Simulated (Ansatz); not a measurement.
# How fast states decay through CsLi2Br2Cl, part 2 of 2

Wanted: the relaxed cell of CsLi2Br2Cl, its band edges and its decay constants. It is built by putting Cl for part of the Br in the CsLi2Br3 structure of space group Immm, with the volume rescaled by atomic radii. The parent structure comes from the Materials Project.

Ansatz 0.2.0; r2SCAN DFT, plane waves, PAW files (the session's first sound run).

So far, gap on path (eV): step 3 (band edges) 5.43.

The structure was built from a prototype and need not be the compound's stable phase.

## Step 4: Decaying states in the gap

This step: r2SCAN DFT, plane waves, PAW files; complex bands by layer matching along the plane's normal (Ansatz 0.2.0).

The same crystal is laid in a cell whose first two vectors span the (001) plane (indices of the standard conventional cell, whose axes can be ordered otherwise than in the bulk input). At fixed energy and wavevector in the plane the solver finds all kz, real and complex. A few wavevectors are listed, (0, 0) and (0.5, 0) in units of the plane's reciprocal vectors; the slowest state needn't be among them.

The input, input.yaml:

```yaml
crystal:
  lattice:
    - [5.572234388, 0.0, 0.0]
    - [0.0, 4.543672486, 0.0]
    - [2.786117194, 2.271836243, 6.553381531]
  atoms:
    - { symbol: Cs, position: [0.9931246064, 0.4931246064, 0.0137507872] }
    - { symbol: Li, position: [0.3083990112, 0.8083990112, 0.3832019776] }
    - { symbol: Li, position: [0.6980531164, 0.1980531164, 0.6038937672] }
    - { symbol: Cl, position: [0.7780233518, 0.7780233518, 0.4439532964] }
    - { symbol: Br, position: [0.2212105173, 0.2212105173, 0.5575789654] }
    - { symbol: Br, position: [0.5011893969, 0.0011893969, 0.9976212062] }
kpoints:
  mp_grid: { grid: [6, 6, 6] }
scf:
  occupations: { method: fixed }
hamiltonian:
  xc: r2scan
output:
  eigenvalues: true
  transmission:
    leads: [[0, 0]]
    kpoints: [[0.0, 0.0], [0.5, 0.0]]
    e_range: [-1.0, 6.43]
    de: 0.19
```

On the command line:

```sh
$ ansatz run input.yaml --threads 2 --pin off --max-ram 4096MiB --backend cpu --events-out ev --progress --plain --runs-dir out
```

Numbers of over 12 decimals in the logs are rounded to 6 here.

What it wrote:

```text
[...]
Crystal: 6 atoms, lattice volume = 165.921 Å³
Basis set: ecut = 500 eV, 4213 PW (Γ), exchange–correlation on 180×144×240 points (64 copies of the dense FFT grid, shifted against one another)
Bands: 24, of which v1, the nominal top of the filled ones, is band 18 counted from 1 (17 counted from 0)
Symmetry: 4 space group operations
[...]
k-points: 46 of 216 (time reversal used)
[...]
SCF iter   1: F=—  HF=-12776.950853 eV  |F-HF|=—  |Δ(HF+E_count)|=         —  Δρ=3.00e-3  dr2=1.55e-2  dr2_τ=7.41e-3  ethr=1.77e-3  ⟨swp⟩=5.6  Hψ=5183  notcnv=0  defer=141
[...]
SCF iter   6: F=-12777.006758 eV  HF=-12777.006758 eV  |F-HF|=4.86e-9  |Δ(HF+E_count)|=   4.14e-7  Δρ=2.25e-6  dr2=8.79e-9  dr2_τ=7.07e-10  ethr=2.78e-10  ⟨swp⟩=12.2  Hψ=6353  notcnv=0
SCF 1 converged in 6 iterations: F = -12777.006758 eV  dr2 = 8.79e-9
[...]
transmission: 12 of 24 steps passed
transmission: 24 of 24 steps passed
SCF converged after 6 iterations
Free energy (F): -12777.006758 eV
[...]
Internal energy: -12777.006758 eV  (E = F + TS)
E sigma→0 (E₀):  -12777.006758 eV
Fermi energy:    1.575030 eV
[...]
--- Band table (eV; the first three rows and the last of 46) ---
  k-point 0: bands = [... 14 lower, 0.8646, 1.1237, 1.2699, 1.5750, 7.0070, 7.8943, 8.5370, 8.9560, ... 2 higher]
  k-point 1: bands = [... 14 lower, 0.9140, 0.9770, 1.2709, 1.5368, 7.2332, 7.7772, 8.4530, 8.9568, ... 2 higher]
  k-point 2: bands = [... 14 lower, 0.8406, 1.0414, 1.2768, 1.4319, 7.3917, 7.9779, 8.3059, 8.4458, ... 2 higher]
  k-point 45: bands = [... 14 lower, 1.0264, 1.2234, 1.2596, 1.3619, 7.8184, 8.7073, 8.7792, 9.3639, ... 2 higher]
--- Transmission ---
  basis      : 269 plane waves across, 12 finite elements along
  points     : 2, as listed
  energies   : 40 from -1.000000 to 6.410000 eV about the Fermi level, 0.190000 eV apart; the leads are filled to 2.715966 eV, and channels, transmission and decay are at 2.800000 eV
  crystal 0  : Li2Cl1Br2Cs1, at the sites [0, 0], period 6.5534 Å: whole cells are its period
    offset         : up to 0.0000 Å between an atom of the period and one for which it stands
    channels       : 0.000000e0 a spin
    conductance    : none, the energies end too early or step too widely for 300 K: set another output.transmission.e_range or a lower de, or, where they end at an eighth of basis.ecutwfc, a higher one
    slowest decay  : 0.3824 /Å at (0.0000, 0.0000)
```

The job ended after 59 s (2 threads of Arm Neoverse V2, shared host; peak memory 1.2 GiB; 100 s of CPU time).

This step gave:

```
level to which the leads are filled                       : 2.716 eV from the Fermi level
decay constant at the filling level, zone centre          : 0.3824 Å⁻¹
decay constant at the filling level, slowest listed point : 0.3824 Å⁻¹
```

K parallel (0, 0); values up to 1.5 1/Å, a degenerate pair printed once or twice; energies at which all values exceed this have no row. The Im kz of the slowest decaying states by energy, zero at the highest filled level on the SCF mesh:

| energy (eV) | decay 1 (Å⁻¹) | decay 2 (Å⁻¹) | decay 3 (Å⁻¹) | decay 4 (Å⁻¹) |
| --- | --- | --- | --- | --- |
| -1.00 | 0.352 | 0.424 | 0.558 | 0.994 |
| -0.43 | 0.0582 | 0.376 | 0.419 | 0.971 |
| -0.05 | 0.229 | 0.467 | 0.499 | 0.504 |
| 0.14 | 0.268 | 0.296 | 0.524 | 0.526 |
| 0.52 | 0.319 | 0.555 | 0.557 | 0.587 |
| 1.09 | 0.363 | 0.581 | 0.627 | 0.695 |
| 1.66 | 0.385 | 0.586 | 0.642 | 0.698 |
| 2.23 | 0.390 | 0.577 | 0.642 | 0.659 |
| 2.80 | 0.382 | 0.556 | 0.624 | 0.632 |
| 3.18 | 0.370 | 0.536 | 0.599 | 0.620 |
| 3.75 | 0.341 | 0.496 | 0.558 | 0.597 |
| 4.32 | 0.294 | 0.442 | 0.510 | 0.566 |
| 4.89 | 0.218 | 0.364 | 0.452 | 0.528 |
| 5.27 | 0.125 | 0.285 | 0.407 | 0.498 |
| 5.84 | 0.320 | 0.444 | 0.489 | 0.675 |
| 6.41 | 0.118 | 0.186 | 0.289 | 0.377 |

K parallel (0.5, 0); values up to 1.5 1/Å, a degenerate pair printed once or twice; energies at which all values exceed this have no row. Table of Im kz of the slowest decaying states by energy, zero at the highest filled level on the SCF mesh:

| energy (eV) | decay 1 (Å⁻¹) | decay 2 (Å⁻¹) | decay 3 (Å⁻¹) | decay 4 (Å⁻¹) |
| --- | --- | --- | --- | --- |
| -1.00 | 0.178 | 0.387 | 0.621 | 1.35 |
| -0.43 | 0.364 | 0.689 | 1.30 | 1.49 |
| -0.05 | 0.396 | 0.535 | 0.763 | 1.27 |
| 0.14 | 0.456 | 0.571 | 0.781 | 1.25 |
| 0.52 | 0.547 | 0.619 | 0.804 | 1.22 |
| 1.09 | 0.658 | 0.666 | 0.824 | 1.16 |
| 1.66 | 0.676 | 0.787 | 1.18 | - |
| 2.23 | 0.681 | 0.713 | 0.756 | 1.11 |
| 2.80 | 0.656 | 0.677 | 0.753 | 1.05 |
| 3.18 | 0.629 | 0.670 | 0.739 | 1.01 |
| 3.75 | 0.589 | 0.653 | 0.711 | 0.952 |
| 4.32 | 0.545 | 0.630 | 0.675 | 0.890 |
| 4.89 | 0.492 | 0.600 | 0.631 | 0.824 |
| 5.27 | 0.450 | 0.577 | 0.595 | 0.776 |
| 5.84 | 0.367 | 0.528 | 0.535 | 0.698 |
| 6.41 | 0.212 | 0.432 | 0.485 | 0.609 |

At the listed wavevectors the last open channel is at -0.05 eV and the next at +5.46 eV on the grid. At +2.80 eV, the grid energy nearest the filling level (the middle of the gap on the SCF mesh), the slowest state at the listed wavevectors decays with κ = 0.382 Å⁻¹, its amplitude falling by e over 2.6 Å. Through 1 nm of this crystal that state's transmission falls by exp(−2 × 0.382 Å⁻¹ × 10 Å) = 4.8e-4.

## Step 5: Band edges at another level, cutoff 420 eV

This step: PBE DFT, plane waves, PAW files (Ansatz 0.2.0).

The edges again with PBE, at the same atoms. Against that run the cutoff is 420 eV against 500.

The input, input.yaml:

```yaml
crystal:
  lattice:
    - [-2.2718362431, 2.7861171938, 6.5533815312]
    - [2.2718362431, -2.7861171938, 6.5533815312]
    - [2.2718362431, 2.7861171938, -6.5533815312]
  atoms:
    - { symbol: Cs, position: [-0.0068753936, 0.4931246064, 0.5] }
    - { symbol: Li, position: [0.3083990112, 0.8083990112, 0.5] }
    - { symbol: Li, position: [0.6980531164, 0.1980531164, 0.5] }
    - { symbol: Cl, position: [0.7780233518, 0.7780233518, 0.0] }
    - { symbol: Br, position: [0.2212105173, 0.2212105173, 0.0] }
    - { symbol: Br, position: [0.5011893969, 0.0011893969, 0.5] }
kpoints:
  mp_grid: { grid: [6, 6, 6] }
  band_path: { path: [VBM, CBM], npoints: 30 }
scf:
  occupations: { method: fixed }
hamiltonian:
  xc: pbe
output:
  eigenvalues: true
```

What it wrote:

```text
[...]
Crystal: 6 atoms, lattice volume = 165.921 Å³
Basis set: ecut = 420 eV, 3259 PW (Γ), FFT grids on a1+a3, a2+a3, a3
Bands: 24, of which v1, the nominal top of the filled ones, is band 18 counted from 1 (17 counted from 0)
Symmetry: 4 space group operations
[...]
k-points: 46 of 216 (time reversal used)
[...]
SCF iter   1: F=—  HF=-12736.255835 eV  |F-HF|=—  |Δ(HF+E_count)|=         —  Δρ=4.10e-4  dr2=7.17e-4  ethr=1.77e-3  ⟨swp⟩=5.3  Hψ=4988  notcnv=0  defer=151
[...]
SCF iter   6: F=-12736.255102 eV  HF=-12736.255102 eV  |F-HF|=6.49e-9  |Δ(HF+E_count)|=   1.66e-7  Δρ=3.08e-6  dr2=1.94e-8  ethr=2.78e-10  ⟨swp⟩=12.0  Hψ=6279  notcnv=0
SCF 1 converged in 6 iterations: F = -12736.255102 eV  dr2 = 1.94e-8
[...]
SCF converged after 6 iterations
Free energy (F): -12736.255102 eV
[...]
Internal energy: -12736.255102 eV  (E = F + TS)
E sigma→0 (E₀):  -12736.255102 eV
Fermi energy:    1.945567 eV
[...]
--- Band table (eV; the first three rows and the last of 46) ---
  k-point 0: bands = [... 14 lower, 1.2438, 1.5096, 1.6492, 1.9456, 6.6607, 7.7359, 8.2725, 8.6751, ... 2 higher]
  k-point 1: bands = [... 14 lower, 1.1468, 1.3829, 1.5607, 1.7812, 7.3521, 8.2544, 8.7832, 8.8936, ... 2 higher]
  k-point 2: bands = [... 14 lower, 1.1330, 1.1927, 1.5873, 1.7090, 7.9736, 8.4344, 8.5713, 9.5174, ... 2 higher]
  k-point 45: bands = [... 14 lower, 1.2165, 1.5243, 1.6610, 1.7060, 7.1979, 7.9792, 8.0943, 8.1713, ... 2 higher]
```

The job ended after 20 s (2 threads; peak memory 0.44 GiB).

Numbers from this step:

- free energy: -12736.2551 eV
- Fermi energy: 1.946 eV
- gap on the k-mesh: 4.715 eV
- gap on path: 4.715 eV, by band count; negative where bands overlap
- direct gap on path: 4.715 eV

Levels at VBM (eV): -6.39, -6.36, -6.15, -2.31, -1.92, -1.92, -0.98, -0.71, -0.70, -0.44, -0.30, 0.00, 4.72, 5.79, 6.33, 6.73, 7.24, 7.57.

The searched edges give 4.72 eV, as on the mesh.

For the gap on path, step 3 gave 5.43 eV; this run, with PBE and cutoff 420 eV, gives 4.72 eV.

## Step 6: Complex bands at another level, cutoff 420 eV

This step: PBE DFT, plane waves, PAW files; complex bands by layer matching along the plane's normal (Ansatz 0.2.0).

The complex bands at that level, over its own gap, at (0, 0) and (0.5, 0).

The input, input.yaml:

```yaml
crystal:
  lattice:
    - [5.572234388, 0.0, 0.0]
    - [0.0, 4.543672486, 0.0]
    - [2.786117194, 2.271836243, 6.553381531]
  atoms:
    - { symbol: Cs, position: [0.9931246064, 0.4931246064, 0.0137507872] }
    - { symbol: Li, position: [0.3083990112, 0.8083990112, 0.3832019776] }
    - { symbol: Li, position: [0.6980531164, 0.1980531164, 0.6038937672] }
    - { symbol: Cl, position: [0.7780233518, 0.7780233518, 0.4439532964] }
    - { symbol: Br, position: [0.2212105173, 0.2212105173, 0.5575789654] }
    - { symbol: Br, position: [0.5011893969, 0.0011893969, 0.9976212062] }
kpoints:
  mp_grid: { grid: [6, 6, 6] }
scf:
  occupations: { method: fixed }
hamiltonian:
  xc: pbe
output:
  eigenvalues: true
  transmission:
    leads: [[0, 0]]
    kpoints: [[0.0, 0.0], [0.5, 0.0]]
    e_range: [-1.0, 5.72]
    de: 0.17
```

What it wrote:

```text
[...]
Crystal: 6 atoms, lattice volume = 165.921 Å³
Basis set: ecut = 420 eV, 3259 PW (Γ)
Bands: 24, of which v1, the nominal top of the filled ones, is band 18 counted from 1 (17 counted from 0)
Symmetry: 4 space group operations
[...]
k-points: 46 of 216 (time reversal used)
[...]
SCF iter   1: F=—  HF=-12736.256008 eV  |F-HF|=—  |Δ(HF+E_count)|=         —  Δρ=4.09e-4  dr2=7.11e-4  ethr=1.77e-3  ⟨swp⟩=5.2  Hψ=4940  notcnv=0  defer=152
[...]
SCF iter   6: F=-12736.255102 eV  HF=-12736.255102 eV  |F-HF|=9.64e-10  |Δ(HF+E_count)|=   4.38e-8  Δρ=2.37e-6  dr2=1.05e-8  ethr=2.78e-10  ⟨swp⟩=12.0  Hψ=6379  notcnv=0
SCF 1 converged in 6 iterations: F = -12736.255102 eV  dr2 = 1.05e-8
[...]
transmission: 12 of 24 steps passed
transmission: 24 of 24 steps passed
SCF converged after 6 iterations
Free energy (F): -12736.255102 eV
[...]
Internal energy: -12736.255102 eV  (E = F + TS)
E sigma→0 (E₀):  -12736.255102 eV
Fermi energy:    1.945526 eV
[...]
--- Band table (eV; the first three rows and the last of 46) ---
  k-point 0: bands = [... 14 lower, 1.2437, 1.5095, 1.6491, 1.9455, 6.6607, 7.7359, 8.2725, 8.6750, ... 2 higher]
  k-point 1: bands = [... 14 lower, 1.2891, 1.3577, 1.6500, 1.9076, 6.9028, 7.6181, 8.1849, 8.6593, ... 2 higher]
  k-point 2: bands = [... 14 lower, 1.2255, 1.4157, 1.6560, 1.8032, 7.2612, 7.6268, 8.0408, 8.2777, ... 2 higher]
  k-point 45: bands = [... 14 lower, 1.4058, 1.6063, 1.6306, 1.7434, 7.6182, 8.3885, 8.4601, 9.0598, ... 2 higher]
--- Transmission ---
  basis      : 221 plane waves across, 12 finite elements along
  points     : 2, as listed
[...]
channels       : 0.000000e0 a spin
[...]
slowest decay  : 0.3578 /Å at (0.0000, 0.0000)
```

Elapsed: 37 s, on 2 threads; peak memory 0.74 GiB.

Numbers from this step:

| Quantity | Value |
| --- | --- |
| level to which the leads are filled | 2.358 eV from the Fermi level |
| decay constant at the filling level, zone centre | 0.3578 Å⁻¹ |
| decay constant at the filling level, slowest listed point | 0.3578 Å⁻¹ |

K parallel (0, 0); values up to 1.5 1/Å, a degenerate pair printed once or twice; energies at which all values exceed this have no row. The Im kz of the slowest decaying states by energy, zero at the highest filled level on the SCF mesh:

```
energy (eV)  decay 1 (Å⁻¹)  decay 2 (Å⁻¹)  decay 3 (Å⁻¹)  decay 4 (Å⁻¹)
      -1.00          0.121          0.357          0.427          0.557
      -0.49          0.382          0.384          0.968           1.17
       0.02          0.115          0.236          0.482          0.497
       0.36          0.290          0.469          0.533          0.555
       0.87          0.336          0.560          0.603          0.668
       1.38          0.358          0.568          0.621          0.702
       1.89          0.364          0.562          0.625          0.658
       2.40          0.358          0.546          0.617          0.623
       2.74          0.346          0.529          0.599          0.608
       3.25          0.318          0.496          0.562          0.588
       3.76          0.273          0.450          0.519          0.562
       4.27          0.197          0.387          0.468          0.528
       4.61            0.1          0.329          0.429          0.502
       5.12          0.170          0.357          0.455          0.533
       5.63          0.259          0.370          0.398          0.649
```

K parallel (0.5, 0); values up to 1.5 1/Å, a degenerate pair printed once or twice; energies at which all values exceed this have no row. The Im kz of the slowest decaying states by energy, zero at the highest filled level on the SCF mesh:

```
energy (eV)  decay 1 (Å⁻¹)  decay 2 (Å⁻¹)  decay 3 (Å⁻¹)  decay 4 (Å⁻¹)
      -1.00          0.203          0.377          0.602           1.32
      -0.66          0.265          0.386          0.519           1.29
      -0.49          0.172          0.187          0.656           1.27
      -0.15          0.350          0.500          0.736           1.24
       0.02          0.415          0.541          0.755           1.22
       0.36          0.508          0.592          0.780           1.19
       0.53          0.546          0.610          0.787           1.17
       0.87          0.619          0.635          0.798           1.13
       1.04          0.644          0.659          0.804           1.10
       1.38          0.656          0.866          0.871           1.25
       1.72          0.662          0.744           1.16              -
       1.89          0.664          0.729           1.17              -
       2.23          0.664          0.673          0.740           1.11
       2.40          0.655          0.662          0.738           1.07
       2.74          0.627          0.657          0.727           1.03
       2.91          0.614          0.653          0.720           1.01
       3.25          0.588          0.643          0.703          0.966
       3.59          0.561          0.631          0.682          0.926
       3.76          0.547          0.624          0.671          0.906
       4.10          0.516          0.608          0.645          0.865
       4.27          0.499          0.598          0.630          0.844
       4.61          0.462          0.578          0.598          0.801
       4.78          0.441          0.567          0.580          0.778
       5.12          0.393          0.539          0.542          0.730
       5.29          0.365          0.515          0.529          0.706
       5.63          0.290          0.457          0.499          0.653
```

At the listed wavevectors the last open channel is at -0.15 eV and the next at +4.78 eV on the grid. At +2.40 eV, the grid energy nearest the filling level (the middle of the gap on the SCF mesh), the slowest state at the listed wavevectors decays with κ = 0.358 Å⁻¹, its amplitude falling by e over 2.8 Å; the first such run, plane (001), gave 0.382 Å⁻¹.

## Step 7: Outcome

```json
{"band gap": "5.43 eV", "least decay constant at mid-gap, normal to (001)": "0.382 Å⁻¹", "least decay constant, PBE": "0.358 Å⁻¹"}
```

With r2SCAN, the slowest decay at the wavevectors tried is κ = 0.382 Å⁻¹, normal to (001). Through such a film the transmission near mid-gap falls as exp(−2κd), a factor of ten every 3.0 Å. A free electron under a barrier of half the gap would need a mass of 0.21 mₑ to decay at this rate. With PBE the gap goes from 5.43 to 4.72 eV and the decay constant, over the first 2 listed wavevectors, from 0.382 to 0.358 Å⁻¹. The compound is made up by substitution; its stability against other phases and against distortions of the cell's symmetry was not tested. r2SCAN still narrows gaps, if less than LDA and GGA do, so real decay constants are likely larger.

[Logs are printed without paths, hosts, clocks, repeated set-up lines and the standing remarks that a program may print on its own settings, such as how far it seeks lower states.]

[Hosts, paths, dates, database ids (printed as entryN), source tags and the programs' standing remarks are cut or masked in the printed files.]
